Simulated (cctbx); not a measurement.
# Interatomic vectors of EuHg2Os

Space group Cmcm (no. 63), a = 4.2860 Å, b = 10.7840 Å, c = 7.9850 Å, α = 90.00°, β = 90.00°, γ = 90.00°, content Hg8 Os4 Eu4.

Simulated single-crystal data (cctbx): Ga Kα, λ = 1.3414 Å, to d = 0.83 Å, 70 % of the full sphere, strongest reflection 40000 counts, noise from counting, a 6 % proportional error and a noise floor of 2 counts (s.d.); no absorption.

Patterson synthesis, origin scaled to 1000:

```text
Patterson group C m m m
      u       v       w   height  length (A)
  0.000   0.000   0.000   1000.0     0.00
  0.000   0.000   0.389    270.0     3.11
  0.000   0.334   0.500    252.7     5.38
  0.000   0.115   0.308    250.5     2.75
  0.000   0.448   0.194    239.4     5.07
  0.000   0.382   0.310    212.8     4.81
  0.000   0.283   0.194    193.6     3.42
  0.000   0.267   0.000    187.8     2.88
  0.000   0.160   0.500    183.2     4.35
  0.000   0.335   0.119    123.3     3.73
  0.000   0.438   0.500     85.5     6.19
  0.163   0.000   0.125     38.0     1.21
  0.139   0.089   0.063     25.6     1.23
  0.182   0.000   0.500     15.0     4.07
```

Q: Assign the vectors.

A peak at u stands for all pairs with xi − xj = u, with weight Σ ZiZj against Σ Z² = 90180 at the origin. Peak heights follow these weights only roughly, since form factors, motion and series ripples differ, all vectors within 0.55 Å of a peak are counted as merged into it though the farther ones add only part of their weight, and F(000) is left out, which lowers the whole map:

| u | v | w | shortest length (Å) | height | 1000 ΣZiZj/ΣZ² | pairs in the cell |
| --- | --- | --- | --- | --- | --- | --- |
| 0.000 | 0.000 | 0.389 | 3.11 | 270 | 284 | 4 × Hg–Hg |
| 0.000 | 0.334 | 0.500 | 4.87 | 253 | 284 | 4 × Hg–Hg |
| 0.000 | 0.115 | 0.308 | 2.75 | 250 | 270 | 4 × Hg–Os |
| 0.000 | 0.448 | 0.194 | 2.70 | 239 | 270 | 4 × Hg–Os |
| 0.000 | 0.382 | 0.310 | 3.51 | 213 | 224 | 4 × Hg–Eu |
| 0.000 | 0.283 | 0.194 | 3.42 | 194 | 224 | 4 × Hg–Eu |
| 0.000 | 0.267 | 0.000 | 2.88 | 188 | 212 | 4 × Os–Eu |
| 0.000 | 0.160 | 0.500 | 4.35 | 183 | 212 | 4 × Os–Eu |
| 0.000 | 0.335 | 0.119 | 2.94 | 123 | 142 | 2 × Hg–Hg |
| 0.000 | 0.438 | 0.500 | 4.58 | 86 | 128 | 2 × Os–Os |

The table stops at ten peaks or at a height of 45, below which ripples compete. In the model behind the data Hg, the heaviest element, has 1 independent site: (1/2, 0.3347, 0.0547), up to an allowed shift of origin; the Hg–Hg vectors are differences of these positions and their symmetry mates. Elements of similar Z can't be told apart from the map alone. The whole model:

| atom | mult. | x | y | z | Ueq (Å²) |
| --- | --- | --- | --- | --- | --- |
| Hg1 | 8 | 1/2 | 0.3347 | 0.0547 | 0.0067 |
| Os1 | 4 | 1/2 | 0.2161 | 3/4 | 0.0044 |
| Eu1 | 4 | 0 | 0.4487 | 3/4 | 0.0058 |

The model is made up (kin elements in a known structure type, no relaxation), so it says nothing on whether the phase exists.

[Logs are printed without paths, hosts, clocks, repeated set-up lines and the standing remarks that a program may print on its own settings, such as how far it seeks lower states.]
